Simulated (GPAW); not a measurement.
**Dielectric function and optical constants of TiB2**

Aim: the dielectric function of TiB2, and the optical constants that follow from it.

Program: GPAW 26.7.0. Level of theory: DFT, PBE, plane-wave PAW (GPAW data sets), scalar-relativistic, RPA, optical limit. Results are calculated unless marked as measured.

### 1. Set-up

Symmetry: P6/mmm, No. 191, hexagonal system. The conventional cell has a = 3.029 Å, b = 3.029 Å, c = 3.228 Å, α = 90.00°, β = 90.00°, γ = 120.00°. Nearest to Ti lie 12 B at 2.38 Å. Nearest to B lie 3 B at 1.75 Å and 6 Ti at 2.38 Å. Farther neighbours are not listed.

### 2. Ground state

The self-consistent density comes first; it also tells whether there is a gap, which decides the occupations and the need for a Drude term.

This step: DFT, PBE, plane-wave PAW (GPAW data sets), scalar-relativistic, ground state (GPAW 26.7.0).

Input file gs.py:

```python
from ase import Atoms
from ase.dft.bandgap import bandgap
from gpaw import GPAW, PW, FermiDirac

atoms = Atoms(['Ti', 'B', 'B'],
              cell=[[3.029199999975, 0.000000000000, 0.000000000000],
                    [-1.514599999987, 2.623364153122, 0.000000000000],
                    [0.000000000000, 0.000000000000, 3.228400000000]],
              scaled_positions=[[0.000000000000, 0.000000000000, 0.000000000000],
                                [0.666666666667, 0.333333333333, 0.500000000000],
                                [0.333333333333, 0.666666666667, 0.500000000000]],
              pbc=[True, True, True])
atoms.calc = GPAW(mode=PW(400), xc='PBE', kpts={'size': (8, 8, 7), 'gamma': True},
                  occupations=FermiDirac(0.05), maxiter=150, txt='gs.txt')
print('energy (eV)', atoms.get_potential_energy())
print('Fermi level (eV)', atoms.calc.get_fermi_level())
print('valence electrons', atoms.calc.get_number_of_electrons())
print('gap (eV)', bandgap(atoms.calc, output=None)[0])
print('direct gap (eV)', bandgap(atoms.calc, direct=True, output=None)[0])
atoms.calc.write('gs.gpw')
```

Started as:

```console
OMP_NUM_THREADS=1 python gs.py
```

Numbers of over 12 decimals in the logs are rounded to 6 here.

What it wrote:

```text
__  _  _
 | _ |_)|_||  |
 |__||  | ||/\| - 26.7.0

Versions:
  Python: 3.12.14
  ASE:    3.29.0
  Numpy:  2.5.5
  Scipy:  1.18.1
  Libxc:  7.0.0

Input parameters:
  mode=PW(ecut=400.0),
  kpts=MonkhorstPack(size=(8, 8, 7), gamma=True),
  maxiter=150,
  occupations=Occupations(name='fermi-dirac', width=0.05, fixmagmom=False),
  xc=XC(name='PBE')

Diagonalizing LCAO Hamiltonian
Converting LCAO to pw mode

         B  B

       Ti

Atoms  # Å, Bohr magnetons
|   | symbol |         x |        y |        z |    initial magnetic moments |
| 0 |     Ti |  0.000000 | 0.000000 | 0.000000 | ( 0.0000,  0.0000,  0.0000) |
| 1 |      B |  1.514600 | 0.874455 | 1.614200 | ( 0.0000,  0.0000,  0.0000) |
| 2 |      B | -0.000000 | 1.748909 | 1.614200 | ( 0.0000,  0.0000,  0.0000) |

Unit cell  # Å
| periodic |         x |        y |        z |  lengths |     angles |
|      yes |  3.029200 | 0.000000 | 0.000000 | 3.029200 |  90.000000 |
|      yes | -1.514600 | 2.623364 | 0.000000 | 3.029200 |  90.000000 |
|      yes |  0.000000 | 0.000000 | 3.228400 | 3.228400 | 120.000000 |

Number of symmetries: 24
Symmetry operations  # r_c * U_cc + t_c -> r_c
|    | kind |            matrix            |
|  0 |  σ   |  1, 1, 0,  0,-1, 0,  0, 0, 1 |
|  1 |  C2  |  1, 1, 0,  0,-1, 0,  0, 0,-1 |
|  2 |  C6  |  1, 1, 0, -1, 0, 0,  0, 0, 1 |
|  3 |  S6  |  1, 1, 0, -1, 0, 0,  0, 0,-1 |
|  4 |  E   |  1, 0, 0,  0, 1, 0,  0, 0, 1 |
|  5 |  σ   |  1, 0, 0,  0, 1, 0,  0, 0,-1 |
|  6 |  σ   |  1, 0, 0, -1,-1, 0,  0, 0, 1 |
|  7 |  C2  |  1, 0, 0, -1,-1, 0,  0, 0,-1 |
|  8 |  σ   |  0, 1, 0,  1, 0, 0,  0, 0, 1 |
|  9 |  C2  |  0, 1, 0,  1, 0, 0,  0, 0,-1 |
| 10 |  C3  |  0, 1, 0, -1,-1, 0,  0, 0, 1 |
| 11 |  S3  |  0, 1, 0, -1,-1, 0,  0, 0,-1 |
| 12 |  C6  |  0,-1, 0,  1, 1, 0,  0, 0, 1 |
| 13 |  S6  |  0,-1, 0,  1, 1, 0,  0, 0,-1 |
| 14 |  σ   |  0,-1, 0, -1, 0, 0,  0, 0, 1 |
| 15 |  C2  |  0,-1, 0, -1, 0, 0,  0, 0,-1 |
| 16 |  σ   | -1, 0, 0,  1, 1, 0,  0, 0, 1 |
| 17 |  C2  | -1, 0, 0,  1, 1, 0,  0, 0,-1 |
| 18 |  C2  | -1, 0, 0,  0,-1, 0,  0, 0, 1 |
| 19 |  i   | -1, 0, 0,  0,-1, 0,  0, 0,-1 |
| 20 |  C3  | -1,-1, 0,  1, 0, 0,  0, 0, 1 |
| 21 |  S3  | -1,-1, 0,  1, 0, 0,  0, 0,-1 |
| 22 |  σ   | -1,-1, 0,  0, 1, 0,  0, 0, 1 |
| 23 |  C2  | -1,-1, 0,  0, 1, 0,  0, 0,-1 |

BZ-sampling:
  Number of BZ points: 448
  Number of IBZ points: 40

  Monkhorst-Pack size: [8, 8, 7]
  Monkhorst-Pack shift: [0.0625, 0.0625, 0.0]

K-points  # in reciprocal-cell coordinates
|     |                                coordinates |     weight |
|   0 | (  0.00000000,   0.00000000,   0.00000000) | 0.00223214 |
|   1 | (  0.00000000,   0.00000000,   0.14285714) | 0.00446429 |
|   2 | (  0.00000000,   0.00000000,   0.28571429) | 0.00446429 |
|   3 | (  0.00000000,   0.00000000,   0.42857143) | 0.00446429 |
|   4 | (  0.12500000,   0.00000000,   0.00000000) | 0.01339286 |
|   5 | (  0.12500000,   0.00000000,   0.14285714) | 0.02678571 |
|   6 | (  0.12500000,   0.00000000,   0.28571429) | 0.02678571 |
|   7 | (  0.12500000,   0.00000000,   0.42857143) | 0.02678571 |
|   8 | (  0.25000000,  -0.12500000,   0.00000000) | 0.01339286 |
|   9 | (  0.25000000,  -0.12500000,   0.14285714) | 0.02678571 |
| ... |                                            |            |
|  39 | (  0.50000000,   0.50000000,   0.42857143) | 0.01339286 |

Plane wave coefficients: 475
Cutoff: 400.0 eV

Spin-components: 1 (collinear spins)
Bands:           15
Projectors:      16
Spin-degeneracy: 2
Datatype:        complex128

Parallelization:
  kpt:    1
  domain: 1
  band:   1

Density:
  Valence electrons: 18.0
  Components: 1
  Grid points: [14 14 15]
  Charge: 0.0  # |e|

Potential:
  Grid points: [14 14 15]

species:
  Ti:
    name:    Titanium
    id:
    Z:       22.0
    valence: 12
    core:    10
    charge:  0.0  # [|e|]
    compensation charges:
      type: gauss
      rc: 0.38  # [Å]
      lmax: 2
    cutoffs:
      filter: 2.23  # [Å]
      core: 1.02  # [Å]
    projectors
    | kind |    occ | energy [eV] | rcut [Å] |
    |   3s |  2.000 |     -62.623 |    1.270 |
    |   4s |  2.000 |      -4.466 |    1.270 |
    |   3p |  6.000 |     -38.862 |    1.058 |
    |   4p |  0.000 |      -1.466 |    1.058 |
    |   3d |  2.000 |      -4.258 |    1.058 |
    |    d |        |      22.953 |    1.058 |

    Using partial waves for Ti as LCAO basis

  B:
    name:    Boron
    id:
    Z:       5.0
    valence: 3
    core:    2
    charge:  0.0  # [|e|]
    compensation charges:
      type: gauss
      rc: 0.20  # [Å]
      lmax: 2
    cutoffs:
      filter: 1.14  # [Å]
      core: 1.38  # [Å]
    projectors
    | kind |    occ | energy [eV] | rcut [Å] |
    |   2s |  2.000 |      -9.443 |    0.635 |
    |   2p |  1.000 |      -3.606 |    0.635 |
    |    s |        |      17.768 |    0.635 |
    |    p |        |      23.605 |    0.635 |
    |    d |        |       0.000 |    0.635 |

    Using partial waves for B as LCAO basis

Reference energy: -24562.993416  # eV

eigensolver:
  PPCG
  Converge bands: occupied
  niter=2

density mixing:
  MSR1-Mixer
  Pratt-step length: 0.05
  Maximum mixing coefficient: 0.75
  Old densities: 10
  SVD Regularization: 0.005
  Good broyden scale: 1.0
  Trust region scale: 1.0
  Backstep threshold: 4.0
  History deletion threshold: 6.0
  Fourier metric: weight=20.0, sigma=0.015

occupation numbers:
  Fermi-Dirac:
    width: 0.0500  # eV

poisson solver:
  ecut: 3200.0  # eV

xc functional:
  name: PBE with 2 nearest neighbor stencil

convergence criteria:
- Maximum [total energy] change in last 3 cyles: 0.0005 eV / valence electron
- Maximum integral of absolute [dens]ity change: 0.0001 electrons / valence electron
- Maximum integral of absolute [eigenst]ate change: 4e-08 eV^2 / valence electron
maximum number of iterations: 150

SCF iterations
|iter     |      energy | eigst |  dens |
|iter:   1||  -24.915621 | +0.17 |       |
|iter:   2||  -24.358422 | -1.91 | -0.93 |
|iter:   3||  -23.152426 | -0.58 | -1.00 |
|iter:   4||  -23.133342 | -2.09 | -1.70 |
|iter:   5||  -23.140473 | -3.13 | -1.99 |
|iter:   6||  -23.140424c| -3.72 | -2.56 |
|iter:   7||  -23.140422c| -5.05 | -3.18 |
|iter:   8||  -23.140422c| -6.95 | -4.13c|
|iter:   9||  -23.140422c| -8.05c| -4.68c|

Converged in 9 steps
SCF loop duration: 2.755 s (0.306 s/step)
Energy contributions relative to reference atoms: (reference = -24562.993416)

Energy contributions:
  Kinetic:          19.913516
  Coulomb:         -18.103325
  Zero:              0.112981
  External:          0.000000
  Xc:              -25.063304
  Entropy:          -0.000579
  Spinorbit:         0.000000
  ----------------------------
  Free energy:     -23.140712
  Extrapolated:    -23.140422

dipole moment: (-4.823833, -8.355123, -10.282095)  # |e|*Ang

Fermi level: 11.540
Eigenvalues  # (at kpt = [0.000, 0.000, 0.000])
| band index |      eig [eV] | occ [0-2] |
|          0 |       -45.458 |     2.000 |
|          1 |       -21.826 |     2.000 |
|          2 |       -21.506 |     2.000 |
|          3 |       -21.506 |     2.000 |
|          4 |        -2.035 |     2.000 |
|          5 |         8.875 |     2.000 |
|          6 |         8.875 |     2.000 |
|          7 |         9.138 |     2.000 |
|          8 |         9.369 |     2.000 |
|          9 |        13.389 |     0.000 |
|         10 |        13.389 |     0.000 |
|         11 |        15.156 |     0.000 |
|         12 |        15.156 |     0.000 |
|         13 |        17.240 |     0.000 |
|         14 |        17.240 |     0.000 |

No gap
No difference between direct/indirect transitions

--- standard output ---
energy (eV) -23.140422
Fermi level (eV) 11.539985
valence electrons 18.0
gap (eV) 0.0
direct gap (eV) 0.0
```

It took 4.1 s on 1 thread of Intel Xeon 6975P-C (Granite Rapids), shared host; peak memory 0.13 GiB.

This step gave:

```
energy       : -23.14 eV
Fermi energy : 11.54 eV
electrons    : 18
```

There are states at the Fermi level within the smearing, so the occupations stay smeared and the carriers get a Drude term.

### 3. Dielectric function, RPA

Transitions between filled and empty bands, summed over the zone, give the optical response, so mesh, band count and broadening shape it.

The induced potential is part of this response.

This step: DFT, PBE, plane-wave PAW (GPAW data sets), scalar-relativistic, RPA, optical limit (GPAW 26.7.0).

Input file df.py:

```python
from gpaw.response.df import DielectricFunction

df = DielectricFunction('full.gpw', frequencies={'type': 'nonlinear', 'domega0': 0.03, 'omega2': 8},
                        ecut=80,
                        eta=0.1,
                        nbands=25,
                        rate=0.1,
                        txt='df.txt')
for direction in ['x', 'z']:
    df.get_dielectric_function(xc='RPA', direction=direction, filename=f'df_{direction}.csv')
```

Started as:

```console
OMP_NUM_THREADS=1 python df.py
```

What it wrote:

```text
Using integrator: PointIntegrator
NonLinearFrequencyDescriptor(from 0.000 to 87.150 eV, 528 points)
Nonperiodic BCs:  [False False False]
Using integrator: PointIntegrator
NonLinearFrequencyDescriptor(from 0.000 to 87.150 eV, 528 points)
Nonperiodic BCs:  [False False False]
Using integrator: PointIntegrator

Calculating chi0 body with:
    Ground state adapter containing:
    Number of spins: 1
    Number of kpoints: 5832
    Number of irreducible kpoints: 370
    Number of completely occupied states: 6
    Number of partially occupied states: 12

    Linear response parametrization:
    q_c: [0.0, 0.0, 0.0]
    Number of frequency points: 528
    Planewave cutoff: 80.0
    Number of bands: 25
    Number of planewaves: 53
    Broadening (eta): 0.1

Integrating chi0 body.

Symmetries of q_c:
    Direct symmetries (Uq -> q): 24
    Indirect symmetries (TUq -> q): 0
In total 24 allowed symmetries.

370 groups of equivalent kpoints. 93.655693% reduction.

Integral kind: spectral function

Calculating chi0 optical extensions with:
    Ground state adapter containing:
    Number of spins: 1
    Number of kpoints: 5832
    Number of irreducible kpoints: 370
    Number of completely occupied states: 6
    Number of partially occupied states: 12

    Linear response parametrization:
    Number of frequency points: 528
    Planewave cutoff: 80.0
    Number of bands: 25
    Number of planewaves: 53
    Broadening (eta): 0.1
Integrating chi0 head and wings.

Symmetries of q_c:
    Direct symmetries (Uq -> q): 24
    Indirect symmetries (TUq -> q): 0
In total 24 allowed symmetries.

370 groups of equivalent kpoints. 93.655693% reduction.

Integral kind: spectral function wings

Calculating drude chi0 with:
    Number of frequency points:528
    Plasma frequency decay rate: 0.1 eV

    Ground state adapter containing:
    Number of spins: 1
    Number of kpoints: 5832
    Number of irreducible kpoints: 370
    Number of completely occupied states: 6
    Number of partially occupied states: 12

Symmetries of q_c:
    Direct symmetries (Uq -> q): 24
    Indirect symmetries (TUq -> q): 0
In total 24 allowed symmetries.

370 groups of equivalent kpoints. 93.655693% reduction.

Integral kind: intraband
Plasma frequency:
[[3.28-0.j 0.  +0.j 0.  +0.j]
 [0.  +0.j 3.28-0.j 0.  +0.j]
 [0.  +0.j 0.  +0.j 2.82+0.j]]
```

It took 12 s on 1 thread; peak memory 0.31 GiB.

Sum at mesh points, not converged in k. Table of Im ε by photon energy; read off at these points:

| photon energy (eV) | E ∥ x | E ∥ z |
| --- | --- | --- |
| 0.50 | 45.7 | 41.6 |
| 0.91 | 46.0 | 36.6 |
| 1.00 | 43.4 | 32.9 |
| 1.50 | 26.2 | 26.9 |
| 2.00 | 19.5 | 25.1 |
| 2.50 | 14.9 | 15.6 |
| 3.00 | 12.4 | 15.5 |
| 3.50 | 9.90 | 11.7 |
| 4.00 | 9.13 | 11.3 |
| 4.50 | 7.54 | 11.3 |
| 5.00 | 5.76 | 10.2 |
| 5.50 | 6.51 | 9.07 |
| 6.00 | 7.18 | 7.34 |
| 6.50 | 6.40 | 6.48 |
| 7.00 | 6.31 | 6.24 |
| 7.50 | 6.87 | 7.85 |
| 8.00 | 7.79 | 9.79 |
| 8.50 | 7.11 | 8.42 |
| 9.00 | 5.52 | 4.36 |
| 9.50 | 5.58 | 3.22 |
| 10.00 | 5.47 | 2.79 |
| 10.50 | 4.99 | 2.48 |
| 11.00 | 4.81 | 3.20 |
| 11.50 | 5.43 | 3.19 |
| 12.00 | 4.68 | 2.87 |
| 12.50 | 3.45 | 3.27 |
| 13.00 | 3.21 | 2.05 |
| 13.50 | 2.19 | 1.94 |
| 14.00 | 2.18 | 1.29 |
| 14.50 | 1.92 | 1.46 |
| 15.00 | 1.42 | 1.11 |
| 15.50 | 1.34 | 1.04 |
| 16.00 | 1.29 | 0.990 |
| 16.50 | 0.893 | 0.863 |
| 17.00 | 0.895 | 0.773 |
| 17.50 | 0.864 | 0.740 |
| 18.00 | 0.678 | 0.683 |
| 18.50 | 0.613 | 0.674 |
| 19.00 | 0.593 | 0.691 |
| 19.50 | 0.637 | 0.724 |

Values under 1 per cm are given as 1; sum at mesh points, not converged in k. Table of absorption coefficient by photon energy:

| photon energy (eV) | E ∥ x (1/cm) | E ∥ z (1/cm) |
| --- | --- | --- |
| 0.492 | 2.5e5 | 1.7e5 |
| 1.010 | 4.5e5 | 3.5e5 |
| 1.486 | 4.8e5 | 4.3e5 |
| 1.985 | 6.5e5 | 7.2e5 |
| 2.508 | 7.1e5 | 6.8e5 |
| 3.018 | 7.0e5 | 8.1e5 |
| 3.510 | 7.9e5 | 8.1e5 |
| 3.980 | 8.8e5 | 9.0e5 |
| 4.516 | 9.0e5 | 9.7e5 |
| 4.981 | 7.6e5 | 1.1e6 |
| 5.515 | 8.4e5 | 1.2e6 |
| 6.021 | 1.0e6 | 1.2e6 |
| 6.494 | 1.1e6 | 1.2e6 |
| 6.985 | 1.0e6 | 1.2e6 |
| 7.496 | 1.2e6 | 1.3e6 |
| 8.026 | 1.5e6 | 1.8e6 |
| 8.516 | 1.8e6 | 2.5e6 |
| 9.023 | 1.6e6 | 2.1e6 |
| 9.483 | 1.6e6 | 1.9e6 |
| 10.026 | 1.8e6 | 1.6e6 |
| 10.519 | 1.8e6 | 1.4e6 |
| 11.029 | 1.9e6 | 1.7e6 |
| 11.479 | 2.0e6 | 1.6e6 |
| 12.023 | 2.3e6 | 1.8e6 |
| 12.504 | 2.4e6 | 2.2e6 |
| 13.000 | 2.5e6 | 1.8e6 |
| 13.512 | 2.2e6 | 2.2e6 |
| 14.040 | 2.2e6 | 1.8e6 |
| 14.493 | 2.2e6 | 1.8e6 |
| 14.960 | 2.2e6 | 1.7e6 |
| 15.536 | 2.0e6 | 1.6e6 |
| 16.031 | 2.1e6 | 1.6e6 |
| 16.541 | 1.9e6 | 1.6e6 |
| 16.959 | 1.8e6 | 1.5e6 |
| 17.496 | 1.9e6 | 1.3e6 |
| 18.049 | 1.8e6 | 1.3e6 |
| 18.504 | 1.7e6 | 1.2e6 |
| 18.969 | 1.5e6 | 1.2e6 |
| 19.447 | 1.7e6 | 1.3e6 |

Sum at mesh points, not converged in k. The Im ε, E ∥ x by photon energy; read off at these points:

| photon energy (eV) | without local fields | with local fields |
| --- | --- | --- |
| 0.50 | 45.7 | 45.7 |
| 0.91 | 46.1 | 46.0 |
| 1.00 | 43.6 | 43.4 |
| 1.50 | 26.4 | 26.2 |
| 2.00 | 19.7 | 19.5 |
| 2.50 | 15.1 | 14.9 |
| 3.00 | 12.6 | 12.4 |
| 3.50 | 10.1 | 9.90 |
| 4.00 | 9.33 | 9.13 |
| 4.50 | 7.77 | 7.54 |
| 5.00 | 5.98 | 5.76 |
| 5.50 | 6.83 | 6.51 |
| 6.00 | 7.55 | 7.18 |
| 6.50 | 6.64 | 6.40 |
| 7.00 | 6.58 | 6.31 |
| 7.50 | 7.14 | 6.87 |
| 8.00 | 8.02 | 7.79 |
| 8.50 | 7.10 | 7.11 |
| 9.00 | 5.65 | 5.52 |
| 9.50 | 5.86 | 5.58 |
| 10.00 | 5.72 | 5.47 |
| 10.50 | 5.28 | 4.99 |
| 11.00 | 5.13 | 4.81 |
| 11.50 | 5.84 | 5.43 |
| 12.00 | 4.75 | 4.68 |
| 12.50 | 3.39 | 3.45 |
| 13.00 | 3.11 | 3.21 |
| 13.50 | 2.15 | 2.19 |
| 14.00 | 2.11 | 2.18 |
| 14.50 | 1.82 | 1.92 |
| 15.00 | 1.31 | 1.42 |
| 15.50 | 1.25 | 1.34 |
| 16.00 | 1.17 | 1.29 |
| 16.50 | 0.798 | 0.893 |
| 17.00 | 0.824 | 0.895 |
| 17.50 | 0.765 | 0.864 |
| 18.00 | 0.595 | 0.678 |
| 18.50 | 0.539 | 0.613 |
| 19.00 | 0.529 | 0.593 |
| 19.50 | 0.561 | 0.637 |

The loss function −Im 1/ε at q → 0 has structure finer than the step of the table below, so its rows give means over 0.5 eV, whole bins alone (the curve runs from 0.305 to 19.9 eV). Peaks (eV: height): E ∥ x 19.09: 1.11; E ∥ z 18.27: 1.52.

Sum at mesh points, not converged in k. Loss function −Im 1/ε at q → 0 against energy loss; means over each step:

| energy loss (eV) | E ∥ x | E ∥ z |
| --- | --- | --- |
| 1.0 | 0.0246 | 0.0273 |
| 1.5 | 0.0392 | 0.0332 |
| 2.0 | 0.0516 | 0.0442 |
| 2.5 | 0.0686 | 0.0644 |
| 3.0 | 0.0801 | 0.0669 |
| 3.5 | 0.0972 | 0.0845 |
| 4.0 | 0.110 | 0.0858 |
| 4.5 | 0.132 | 0.0839 |
| 5.0 | 0.153 | 0.0965 |
| 5.5 | 0.135 | 0.114 |
| 6.0 | 0.132 | 0.135 |
| 6.5 | 0.155 | 0.152 |
| 7.0 | 0.149 | 0.159 |
| 7.5 | 0.136 | 0.124 |
| 8.0 | 0.126 | 0.101 |
| 8.5 | 0.141 | 0.0823 |
| 9.0 | 0.180 | 0.112 |
| 9.5 | 0.183 | 0.158 |
| 10.0 | 0.181 | 0.250 |
| 10.5 | 0.194 | 0.335 |
| 11.0 | 0.200 | 0.291 |
| 11.5 | 0.180 | 0.288 |
| 12.0 | 0.167 | 0.289 |
| 12.5 | 0.176 | 0.233 |
| 13.0 | 0.193 | 0.315 |
| 13.5 | 0.225 | 0.267 |
| 14.0 | 0.252 | 0.365 |
| 14.5 | 0.265 | 0.425 |
| 15.0 | 0.274 | 0.479 |
| 15.5 | 0.343 | 0.575 |
| 16.0 | 0.355 | 0.674 |
| 16.5 | 0.385 | 0.744 |
| 17.0 | 0.528 | 0.908 |
| 17.5 | 0.529 | 1.14 |
| 18.0 | 0.614 | 1.25 |
| 18.5 | 0.744 | 1.44 |
| 19.0 | 1.03 | 1.37 |
| 19.5 | 0.911 | 1.38 |

The reflectivity at normal incidence has structure finer than the step of the table below, so its rows give means over 0.5 eV, whole bins alone (the curve runs from 0.305 to 19.9 eV). Peaks (eV: height): E ∥ x 6.23: 33.4, 8.52: 40.4, 12.50: 50.7, 13.43: 52.0, 14.87: 54.2, 16.44: 54.5, 18.05: 50.7; E ∥ z 2.98: 47.8, 4.79: 46.4, 8.77: 61.0, 12.67: 50.9, 13.60: 53.3, 14.77: 47.3.

Sum at mesh points, not converged in k. Reflectivity at normal incidence against photon energy; means over each step:

| photon energy (eV) | E ∥ x (%) | E ∥ z (%) |
| --- | --- | --- |
| 1.0 | 62.6 | 56.7 |
| 1.5 | 55.7 | 54.1 |
| 2.0 | 53.2 | 54.0 |
| 2.5 | 49.3 | 47.2 |
| 3.0 | 43.9 | 45.6 |
| 3.5 | 42.5 | 42.2 |
| 4.0 | 40.0 | 40.9 |
| 4.5 | 37.0 | 41.7 |
| 5.0 | 30.6 | 44.1 |
| 5.5 | 30.1 | 41.5 |
| 6.0 | 32.6 | 38.8 |
| 6.5 | 31.4 | 36.2 |
| 7.0 | 29.2 | 31.9 |
| 7.5 | 30.3 | 33.7 |
| 8.0 | 35.9 | 42.2 |
| 8.5 | 39.4 | 57.4 |
| 9.0 | 35.8 | 59.3 |
| 9.5 | 32.9 | 55.9 |
| 10.0 | 35.8 | 45.0 |
| 10.5 | 35.6 | 34.2 |
| 11.0 | 34.7 | 33.6 |
| 11.5 | 37.4 | 34.2 |
| 12.0 | 44.1 | 35.5 |
| 12.5 | 49.5 | 43.7 |
| 13.0 | 49.1 | 41.9 |
| 13.5 | 50.1 | 48.2 |
| 14.0 | 48.0 | 47.3 |
| 14.5 | 49.0 | 41.9 |
| 15.0 | 52.8 | 43.7 |
| 15.5 | 49.2 | 40.8 |
| 16.0 | 49.6 | 37.7 |
| 16.5 | 53.4 | 38.0 |
| 17.0 | 46.4 | 36.0 |
| 17.5 | 47.6 | 29.6 |
| 18.0 | 48.7 | 29.1 |
| 18.5 | 46.9 | 21.6 |
| 19.0 | 39.4 | 19.9 |
| 19.5 | 41.1 | 19.8 |

At chosen wavelengths:

| wavelength (nm) | n x | k x | R (%) x | 1/α x | n z | k z | R (%) z | 1/α z |
| --- | --- | --- | --- | --- | --- | --- | --- | --- |
| 1550 | 5.54 | 3.803 | 61.3 | 32 nm | 5.36 | 3.370 | 58.6 | 37 nm |
| 1064 | 3.97 | 4.188 | 62.4 | 20 nm | 4.50 | 2.839 | 53.0 | 30 nm |
| 800 | 4.01 | 3.442 | 56.6 | 18 nm | 4.57 | 3.162 | 55.5 | 20 nm |
| 532 | 2.89 | 2.919 | 51.1 | 15 nm | 3.10 | 2.772 | 49.4 | 15 nm |
| 450 | 2.43 | 2.375 | 44.2 | 15 nm | 2.96 | 2.180 | 42.1 | 16 nm |
| 365 | 2.27 | 2.373 | 44.4 | 12 nm | 2.61 | 2.323 | 43.3 | 13 nm |
| 248 | 1.94 | 1.488 | 28.5 | 13 nm | 2.24 | 2.267 | 42.7 | 8.7 nm |

In reflection the computed colour is faintly yellow: x = 0.328, y = 0.343, luminous reflectivity 51 %.

### 4. Results

In words: At this level (PBE, RPA) TiB2 is a metal. The mesh is too coarse to trust the carriers' weight, the reflectivity or the colour to better than tens of per cent. In reflection the computed colour is faintly yellow: x = 0.328, y = 0.343, luminous reflectivity 51 %. The carriers' damping of 0.1 eV is typed, not computed; it shapes the response at the lowest energies. In this version of GPAW the matrix elements of the optical limit are incomplete, which can lower ε − 1 by up to a tenth where first-row anions or d states rule, and shift it by more in d metals. GPAW's carrier term has the form −ωp²/(ω + i·rate)², which damps like twice the rate and fails at low energy, so the curves leave the lowest energies out. The sum runs over mesh points 0.13 Å⁻¹ apart with no interpolation, so peaks are partly noise of the mesh, and the Drude plasma energy, a sum over the Fermi surface, isn't converged.

[Machine, clock and banner lines and Python warnings are left out of the logs.]

[Logs are printed without paths, hosts, clocks, repeated set-up lines and the standing remarks that a program may print on its own settings, such as how far it seeks lower states.]

[Hosts, paths, dates, database ids (printed as entryN), source tags and the programs' standing remarks are cut or masked in the printed files.]
